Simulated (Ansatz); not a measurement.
# InCu2BS4: complex band structure

A new crystal, InCu2BS4: structure, gap and complex bands. It is built by putting In for Al, B for Ga in the AlGaCu2S4 structure of space group I-4, with the volume rescaled by atomic radii. The parent structure comes from the Materials Project.

Main program and level: Ansatz 0.2.0; PBEsol DFT, plane waves, PAW files, in the first sound run; inputs show where later runs differ.

Report form: the programs' logs are mostly left out.

The structure was built from a prototype and need not be the compound's stable phase.

## 1. The structure

It takes space group I-4 (No. 82, tetragonal). Conventional cell: a = 5.314 Å, b = 5.314 Å, c = 10.449 Å, α = 90.00°, β = 90.00°, γ = 90.00°. Nearest to In lie 4 S at 2.26 Å. B has 4 S at 2.30 Å nearest. Nearest to Cu lie 4 S at 2.30 Å. Nearest to S lie 1 In at 2.26 Å and 1 B at 2.30 Å and 2 Cu at 2.30 Å. It derives from AlGaCu2S4. In for Al, B for Ga in the AlGaCu2S4 structure of space group I-4. Farther neighbours and most contacts between anions are not listed.

## 2. Relaxing the new crystal

The substituted atoms don't fit the parent's cell, so cell and atoms relax together. A small smearing keeps the run stable in case the gap closes on the way.

Contents of input.yaml:

```yaml
crystal:
  lattice:
    - [-2.6570936895, 2.6570936895, 5.2245158144]
    - [2.6570936895, -2.6570936895, 5.2245158144]
    - [2.6570936895, 2.6570936895, -5.2245158144]
  atoms:
    - { symbol: In, position: [0.5, 0.5, 0.0] }
    - { symbol: B, position: [0.75, 0.25, 0.5] }
    - { symbol: Cu, position: [0.25, 0.75, 0.5] }
    - { symbol: Cu, position: [0.0, 0.0, 0.0] }
    - { symbol: S, position: [0.623665, 0.623365, 0.494198] }
    - { symbol: S, position: [0.129167, 0.129467, 0.505802] }
    - { symbol: S, position: [0.870533, 0.376335, 0.9997] }
    - { symbol: S, position: [0.376635, 0.870833, 0.0003] }
kpoints:
  mp_grid: { grid: [6, 6, 6] }
scf:
  occupations: { method: gaussian, width: 0.03 }
hamiltonian:
  xc: pbesol
output:
  forces: true
  stress: true
relax:
  f_tol: 0.02
  max_steps: 60
  cell: {}
```

Started as:

```bash
$ ansatz run input.yaml --threads 2 --pin off --max-ram 4096MiB --backend cpu --events-out ev --progress --plain --runs-dir out
```

Run time: 57 s. Hardware: 2 threads of Intel Xeon Platinum 8488C (Sapphire Rapids), shared host; peak memory 0.62 GiB; 1.9 min of CPU time.

Relaxation path:

```csv
step,energy less that of the first step (eV),largest force component (eV/Å),pressure (GPa),volume (Å³)
1,0.0000,3.0888,0.22,147.54
2,-2.4064,1.5087,-3.96,144.19
3,-2.8818,0.7862,-3.91,142.45
4,-3.0764,0.6943,3.21,133.23
5,-3.2020,0.0522,-0.55,137.19
6,-3.2039,0.0100,-0.02,136.43
7,-3.2039,0.0014,-0.01,136.44
8*,-3.2005,0.0014,-0.01,136.44
```

Relaxation steps marked * repeat the geometry before them on a plane-wave basis chosen anew for their cell, so energy and pressure can jump there.

The run keeps the 4 symmetry operations that it works with, so distortions that break them were not tested.

```csv
"conventional cell, symmetrised",before,after,change
a (Å),5.314,5.163,-2.8 %
b (Å),5.314,5.163,-2.8 %
c (Å),10.449,10.238,-2.0 %
volume (Å³/atom),18.44,17.05,-7.5 %
```

The atoms that moved most (Å, as changes of fractional coordinates times the final cell):

```csv
atom,dx,dy,dz,length
S5,-0.047,0.260,-0.210,0.338
S7,-0.260,-0.047,0.210,0.338
S8,0.260,0.047,0.210,0.338
S6,0.047,-0.260,-0.210,0.338
```

Final coordinates:

```cif
data_structure
_symmetry_space_group_name_H-M 'P 1'
_symmetry_Int_Tables_number 1
_cell_length_a 6.2872
_cell_length_b 6.2872
_cell_length_c 6.2872
_cell_angle_alpha 131.518
_cell_angle_beta 131.518
_cell_angle_gamma 70.991
_cell_volume 136.44
loop_
_atom_site_label
_atom_site_type_symbol
_atom_site_fract_x
_atom_site_fract_y
_atom_site_fract_z
_atom_site_occupancy
In1 In 0.50000 0.50000 0.00000 1
B2 B 0.75000 0.25000 0.50000 1
Cu3 Cu 0.25000 0.75000 0.50000 1
Cu4 Cu 0.00000 0.00000 0.00000 1
S5 S 0.65340 0.59374 0.53544 1
S6 S 0.05831 0.11797 0.46456 1
S7 S 0.88203 0.34660 0.94034 1
S8 S 0.40626 0.94169 0.05966 1
```

Numbers from this step:

```yaml
free_energy: -22398.6717 eV
fermi_energy: 9.543 eV
pressure: -0.01437 GPa
```

The largest force component on a free atom ends at 0.0014 eV/Å.

## 3. The bulk crystal and its band edges

The energy window and the wavevectors of the next steps follow from the band edges, so these are searched first, off the mesh as well.

Contents of input.yaml:

```yaml
crystal:
  lattice:
    - [-2.5813874059, 2.5813874059, 5.1188084926]
    - [2.5813874059, -2.5813874059, 5.1188084926]
    - [2.5813874059, 2.5813874059, -5.1188084926]
  atoms:
    - { symbol: In, position: [0.5, 0.5, 0.0] }
    - { symbol: B, position: [0.75, 0.25, 0.5] }
    - { symbol: Cu, position: [0.25, 0.75, 0.5] }
    - { symbol: Cu, position: [0.0, 0.0, 0.0] }
    - { symbol: S, position: [0.6534042429, 0.5937443253, 0.5354371101] }
    - { symbol: S, position: [0.0583072152, 0.1179671328, 0.4645628899] }
    - { symbol: S, position: [0.8820328672, 0.3465957571, 0.9403400825] }
    - { symbol: S, position: [0.4062556747, 0.9416927848, 0.0596599175] }
kpoints:
  mp_grid: { grid: [6, 6, 6] }
  band_path: { path: [VBM, CBM], npoints: 30 }
scf:
  occupations: { method: fixed }
hamiltonian:
  xc: pbesol
output:
  eigenvalues: true
  write_potential: true
  write_density: true
  volumetric_format: npy
```

Elapsed: 30 s, on 2 threads; peak memory 0.56 GiB.

This step gave:

```
Fermi energy        : 8.943 eV
gap on the k-mesh   : 1.200 eV
gap on path         : 1.200 eV, by band count; negative where bands overlap
direct gap on path  : 1.200 eV
edge places on path : 0, 0 1/A along the path
```

Levels at VBM (eV): -6.10, -5.61, -5.61, -5.57, -5.28, -5.17, -3.57, -3.57, -3.43, -3.25, -3.25, -2.24, -2.07, -1.95, -1.75, -1.69, -1.69, -1.58, -0.07, 0.00, 0.00, 1.20, 2.11, 2.88, 3.91, 3.91, 4.58, 5.19, 5.19.

The searched edges give 1.20 eV, as on the mesh.

## 4. Complex bands

This step: PBEsol DFT, plane waves, PAW files; complex bands by layer matching along the plane's normal (Ansatz 0.2.0).

The same crystal is laid in a cell whose first two vectors span the (110) plane (indices of the standard conventional cell, whose axes can be ordered otherwise than in the bulk input). At fixed energy and wavevector in the plane the solver finds all kz, real and complex. A few wavevectors are listed, (0, 0) and (0.5, 0) in units of the plane's reciprocal vectors; the slowest state needn't be among them.

Contents of input.yaml:

```yaml
crystal:
  lattice:
    - [6.287234866, 0.0, 0.0]
    - [2.047812557, 5.944391138, 0.0]
    - [2.119711155, -2.972195569, 3.650633079]
  atoms:
    - { symbol: In, position: [0.5, 0.5, 0.0] }
    - { symbol: B, position: [0.25, 0.25, 0.5] }
    - { symbol: Cu, position: [0.75, 0.75, 0.5] }
    - { symbol: Cu, position: [0.0, 0.0, 0.0] }
    - { symbol: S, position: [0.1179671328, 0.5937443253, 0.5354371101] }
    - { symbol: S, position: [0.5937443253, 0.1179671328, 0.4645628899] }
    - { symbol: S, position: [0.9416927848, 0.3465957571, 0.9403400824] }
    - { symbol: S, position: [0.3465957571, 0.9416927848, 0.0596599175] }
kpoints:
  mp_grid: { grid: [6, 6, 6] }
scf:
  occupations: { method: fixed }
hamiltonian:
  xc: pbesol
output:
  eigenvalues: true
  transmission:
    leads: [[0, 0]]
    kpoints: [[0.0, 0.0], [0.5, 0.0]]
    e_range: [-1.0, 2.2]
    de: 0.05
```

Elapsed: 72 s, on 2 threads; peak memory 1.4 GiB; 2.4 min of CPU time.

Numbers from this step:

```
free energy                                               : -22398.6718 eV
level to which the leads are filled                       : 0.6000 eV from the Fermi level
decay constant at the filling level, zone centre          : 0.1164 Å⁻¹
decay constant at the filling level, slowest listed point : 0.1164 Å⁻¹
```

K parallel (0, 0); values up to 1.5 1/Å, a degenerate pair printed once or twice; energies at which all values exceed this have no row. The Im kz of the slowest decaying states by energy, zero at the highest filled level on the SCF mesh:

```csv
energy (eV),decay 1 (Å⁻¹),decay 2 (Å⁻¹),decay 3 (Å⁻¹),decay 4 (Å⁻¹)
-1.000,0.0613,0.169,0.189,0.240
-0.800,0.128,0.154,0.238,0.240
-0.600,0.0293,0.143,0.234,0.252
-0.400,0.139,0.199,0.202,0.220
-0.200,0.0633,0.189,0.277,0.338
0.000,0.00219,0.00659,0.139,0.142
0.200,0.0888,0.169,0.202,0.249
0.400,0.110,0.181,0.236,0.243
0.600,0.116,0.184,0.238,0.259
0.800,0.110,0.179,0.232,0.277
1.000,0.0872,0.167,0.225,0.292
1.200,0.144,0.215,0.308,0.550
1.400,0.103,0.202,0.332,0.458
1.600,0.186,0.305,0.372,0.587
1.800,0.163,0.240,0.350,0.586
2.000,0.130,0.168,0.305,0.550
2.200,0.0636,0.252,0.514,0.573
```

K parallel (0, 0). Re kz of states that move upwards against energy, zero at the highest filled level on the SCF mesh:

```csv
energy (eV),channel 1 (Å⁻¹),channel 2 (Å⁻¹),channel 3 (Å⁻¹),channel 4 (Å⁻¹)
-1.00,-0.399,0.479,-,-
-0.85,-0.311,0.598,-,-
-0.70,-0.256,0.681,-,-
-0.50,-0.827,-0.417,-0.194,0.752
-0.35,-0.333,-0.150,-,-
-0.20,-0.408,-0.250,-0.103,-
-0.05,-0.189,-0.0626,-,-
0.00,-,-,-,-
0.10,-,-,-,-
0.30,-,-,-,-
0.45,-,-,-,-
0.60,-,-,-,-
0.75,-,-,-,-
0.90,-,-,-,-
1.10,-,-,-,-
1.25,0.0496,-,-,-
1.40,0.106,-,-,-
1.55,0.151,-,-,-
1.70,-0.754,0.193,-,-
1.90,-0.680,0.252,-,-
2.05,-0.625,0.302,-,-
2.20,-0.559,0.223,0.368,-
```

K parallel (0.5, 0); values up to 1.5 1/Å, a degenerate pair printed once or twice; energies at which all values exceed this have no row. Im kz of the slowest decaying states against energy, zero at the highest filled level on the SCF mesh:

```csv
energy (eV),decay 1 (Å⁻¹),decay 2 (Å⁻¹),decay 3 (Å⁻¹),decay 4 (Å⁻¹)
-1.00,0.0742,0.119,0.204,0.309
-0.85,0.169,0.234,0.234,0.533
-0.70,0.198,0.249,0.256,0.572
-0.50,0.216,0.241,0.250,0.571
-0.35,0.09,0.208,0.219,0.226
-0.20,0.0496,0.0568,0.239,0.567
-0.05,0.184,0.202,0.252,0.546
0.00,0.216,0.229,0.256,0.540
0.10,0.262,0.263,0.270,0.528
0.30,0.275,0.326,0.331,0.504
0.45,0.279,0.369,0.376,0.477
0.60,0.280,0.392,0.428,0.445
0.75,0.276,0.364,0.461,0.465
0.90,0.268,0.355,0.452,0.477
1.10,0.255,0.353,0.423,0.469
1.25,0.243,0.358,0.395,0.451
1.40,0.228,0.355,0.372,0.429
1.55,0.210,0.326,0.372,0.404
1.70,0.185,0.296,0.367,0.374
1.90,0.109,0.249,0.325,0.356
2.05,0.225,0.280,0.345,0.558
2.20,0.0251,0.0318,0.209,0.238
```

At the listed wavevectors the last open channel is at -0.05 eV and the next at +1.20 eV on the grid. At +0.60 eV, the grid energy nearest the filling level (the middle of the gap on the SCF mesh), the slowest state at the listed wavevectors decays with κ = 0.116 Å⁻¹, its amplitude falling by e over 8.6 Å. Through 1 nm of this crystal that state's transmission falls by exp(−2 × 0.116 Å⁻¹ × 10 Å) = 0.097.

## 5. Band edges at another level

This step: PBE DFT, plane waves, PAW files (Ansatz 0.2.0).

The edges again with PBE, at the same atoms.

Contents of input.yaml:

```yaml
crystal:
  lattice:
    - [-2.5813874059, 2.5813874059, 5.1188084926]
    - [2.5813874059, -2.5813874059, 5.1188084926]
    - [2.5813874059, 2.5813874059, -5.1188084926]
  atoms:
    - { symbol: In, position: [0.5, 0.5, 0.0] }
    - { symbol: B, position: [0.75, 0.25, 0.5] }
    - { symbol: Cu, position: [0.25, 0.75, 0.5] }
    - { symbol: Cu, position: [0.0, 0.0, 0.0] }
    - { symbol: S, position: [0.6534042429, 0.5937443253, 0.5354371101] }
    - { symbol: S, position: [0.0583072152, 0.1179671328, 0.4645628899] }
    - { symbol: S, position: [0.8820328672, 0.3465957571, 0.9403400825] }
    - { symbol: S, position: [0.4062556747, 0.9416927848, 0.0596599175] }
kpoints:
  mp_grid: { grid: [6, 6, 6] }
  band_path: { path: [VBM, CBM], npoints: 30 }
scf:
  occupations: { method: fixed }
hamiltonian:
  xc: pbe
output:
  eigenvalues: true
```

Run time: 31 s. Hardware: 2 threads; peak memory 0.55 GiB.

This step gave:

```
free energy        : -22615.4237 eV
Fermi energy       : 9.072 eV
gap on the k-mesh  : 1.263 eV
gap on path        : 1.263 eV, by band count; negative where bands overlap
direct gap on path : 1.263 eV
```

Levels at VBM (eV): -6.08, -5.60, -5.60, -5.56, -5.25, -5.15, -3.56, -3.56, -3.41, -3.24, -3.24, -2.19, -2.02, -1.91, -1.71, -1.65, -1.65, -1.54, -0.06, 0.00, 0.00, 1.26, 2.19, 2.95, 3.96, 3.96, 4.64, 5.25, 5.25.

The searched edges give 1.26 eV, as on the mesh.

Between step 3 and this run (PBE) the value for the gap on the k-mesh moves from 1.20 eV to 1.26 eV.

## 6. Complex bands at another level

This step: PBE DFT, plane waves, PAW files; complex bands by layer matching along the plane's normal (Ansatz 0.2.0).

The complex bands at that level, over its own gap, at (0, 0) and (0.5, 0).

Contents of input.yaml:

```yaml
crystal:
  lattice:
    - [6.287234866, 0.0, 0.0]
    - [2.047812557, 5.944391138, 0.0]
    - [2.119711155, -2.972195569, 3.650633079]
  atoms:
    - { symbol: In, position: [0.5, 0.5, 0.0] }
    - { symbol: B, position: [0.25, 0.25, 0.5] }
    - { symbol: Cu, position: [0.75, 0.75, 0.5] }
    - { symbol: Cu, position: [0.0, 0.0, 0.0] }
    - { symbol: S, position: [0.1179671328, 0.5937443253, 0.5354371101] }
    - { symbol: S, position: [0.5937443253, 0.1179671328, 0.4645628899] }
    - { symbol: S, position: [0.9416927848, 0.3465957571, 0.9403400824] }
    - { symbol: S, position: [0.3465957571, 0.9416927848, 0.0596599175] }
kpoints:
  mp_grid: { grid: [6, 6, 6] }
scf:
  occupations: { method: fixed }
hamiltonian:
  xc: pbe
output:
  eigenvalues: true
  transmission:
    leads: [[0, 0]]
    kpoints: [[0.0, 0.0], [0.5, 0.0]]
    e_range: [-1.0, 2.26]
    de: 0.05
```

Elapsed: 74 s, on 2 threads; peak memory 1.4 GiB; 2.4 min of CPU time.

This step gave:

| Quantity | Value |
| --- | --- |
| level to which the leads are filled | 0.6317 eV from the Fermi level |
| decay constant at the filling level, zone centre | 0.1227 Å⁻¹ |
| decay constant at the filling level, slowest listed point | 0.1227 Å⁻¹ |

K parallel (0, 0); values up to 1.5 1/Å, a degenerate pair printed once or twice; energies at which all values exceed this have no row. The Im kz of the slowest decaying states by energy, zero at the highest filled level on the SCF mesh:

```csv
energy (eV),decay 1 (Å⁻¹),decay 2 (Å⁻¹),decay 3 (Å⁻¹),decay 4 (Å⁻¹)
-1.000,0.0389,0.0445,0.159,0.198
-0.800,0.126,0.165,0.237,0.244
-0.600,0.0703,0.146,0.240,0.256
-0.400,0.130,0.203,0.212,0.227
-0.200,0.0588,0.200,0.273,0.342
0.000,0.002,0.00596,0.133,0.145
0.200,0.0922,0.173,0.204,0.253
0.400,0.115,0.186,0.239,0.247
0.600,0.123,0.190,0.242,0.263
0.800,0.118,0.187,0.236,0.282
1.000,0.100,0.175,0.229,0.298
1.200,0.0543,0.154,0.220,0.313
1.400,0.118,0.208,0.337,0.484
1.600,0.0250,0.193,0.318,0.388
1.800,0.172,0.254,0.373,0.595
2.000,0.142,0.197,0.334,0.569
2.200,0.0889,0.272,0.533,0.584
```

K parallel (0, 0). Re kz of states that move upwards against energy, zero at the highest filled level on the SCF mesh:

```csv
energy (eV),channel 1 (Å⁻¹),channel 2 (Å⁻¹),channel 3 (Å⁻¹),channel 4 (Å⁻¹)
-1.000,-,-,-,-
-0.800,-0.302,0.613,-,-
-0.600,-0.231,0.733,-,-
-0.400,-0.372,-0.169,-,-
-0.200,-0.417,-0.261,-0.107,-
0.000,-,-,-,-
0.200,-,-,-,-
0.400,-,-,-,-
0.600,-,-,-,-
0.800,-,-,-,-
1.000,-,-,-,-
1.200,-,-,-,-
1.400,0.0877,-,-,-
1.600,0.151,-,-,-
1.800,-0.730,0.209,-,-
2.000,-0.655,0.271,-,-
2.200,-0.572,0.0576,0.351,-
```

K parallel (0.5, 0); values up to 1.5 1/Å, a degenerate pair printed once or twice; energies at which all values exceed this have no row. Im kz of the slowest decaying states against energy, zero at the highest filled level on the SCF mesh:

```csv
energy (eV),decay 1 (Å⁻¹),decay 2 (Å⁻¹),decay 3 (Å⁻¹),decay 4 (Å⁻¹)
-1.000,0.0685,0.173,0.201,0.280
-0.800,0.180,0.240,0.245,0.569
-0.600,0.211,0.253,0.262,0.580
-0.400,0.0733,0.226,0.231,0.242
-0.200,0.103,0.116,0.243,0.582
0.000,0.213,0.227,0.259,0.552
0.200,0.272,0.298,0.303,0.528
0.400,0.281,0.357,0.362,0.500
0.600,0.283,0.402,0.431,0.452
0.800,0.277,0.365,0.476,0.479
1.000,0.267,0.357,0.455,0.490
1.200,0.253,0.356,0.424,0.473
1.400,0.236,0.368,0.379,0.446
1.600,0.212,0.331,0.377,0.413
1.800,0.175,0.288,0.370,0.371
2.000,0.243,0.318,0.358,0.569
2.200,0.217,0.259,0.341,0.557
```

At the listed wavevectors the last open channel is at -0.05 eV and the next at +1.30 eV on the grid. At +0.65 eV, the grid energy nearest the filling level (the middle of the gap on the SCF mesh), the slowest state at the listed wavevectors decays with κ = 0.123 Å⁻¹, its amplitude falling by e over 8.1 Å; the first such run, plane (110), gave 0.116 Å⁻¹.

## 7. A check of the settings

This step: PBEsol DFT, plane waves, PAW files; complex bands by layer matching along the plane's normal; changed: hamiltonian.hubbard = {"sites": [{"species": "In", "l": "f", "u_eff": 30.0}]}, scf.max_iter = 80 (Ansatz 0.2.0).

This run repeats an earlier one, its twin (the complex run, plane (110)), with two settings changed (scf.max_iter, hamiltonian.hubbard.sites; files written aside). The setting was drawn as a possible misstep, on purpose. Where the input is shown as a difference, that is against the step before, not the twin.

input.yaml: that of step 6 with these lines changed.

```diff
@@ -18,4 +18,6 @@
   occupations: { method: fixed }
+  max_iter: 80
 hamiltonian:
-  xc: pbe
+  xc: pbesol
+  hubbard: { sites: [{ species: In, l: f, u_eff: 30.0 }] }
 output:
@@ -25,3 +27,3 @@
     kpoints: [[0.0, 0.0], [0.5, 0.0]]
-    e_range: [-1.0, 2.26]
+    e_range: [-1.0, 2.2]
     de: 0.05
```

Wall time 0.19 s (2 threads); peak memory 0.11 GiB.

The input was rejected at the start.

The program's message: “Error: inconsistent input (hamiltonian.hubbard.sites[].l, hamiltonian.hubbard.sites[].shell): the file of In doesn't list 4f, and it can't be added: PBE doesn't bind the shell 4f of the free atom, who …”

The change that led to it: hamiltonian.hubbard.

## 8. Outcome

```yaml
band_gap: 1.2 eV
least_decay_constant_at_mid_gap_normal_to_110: 0.116 Å⁻¹
least_decay_constant_pbe: 0.123 Å⁻¹
```

With PBEsol, the slowest decay at the wavevectors tried is κ = 0.116 Å⁻¹, normal to (110). Through such a film the transmission near mid-gap falls as exp(−2κd), a factor of ten every 9.9 Å. A free electron under a barrier of half the gap would need a mass of 0.086 mₑ to decay at this rate. With PBE the gap goes from 1.2 to 1.26 eV and the decay constant, over the first 2 listed wavevectors, from 0.116 to 0.123 Å⁻¹. The compound is made up by substitution; its stability against other phases and against distortions of the cell's symmetry was not tested. A semilocal functional narrows gaps, so real decay constants are likely larger.

[Logs are printed without paths, hosts, clocks, repeated set-up lines and the standing remarks that a program may print on its own settings, such as how far it seeks lower states.]

[Hosts, paths, dates, database ids (printed as entryN), source tags and the programs' standing remarks are cut or masked in the printed files.]
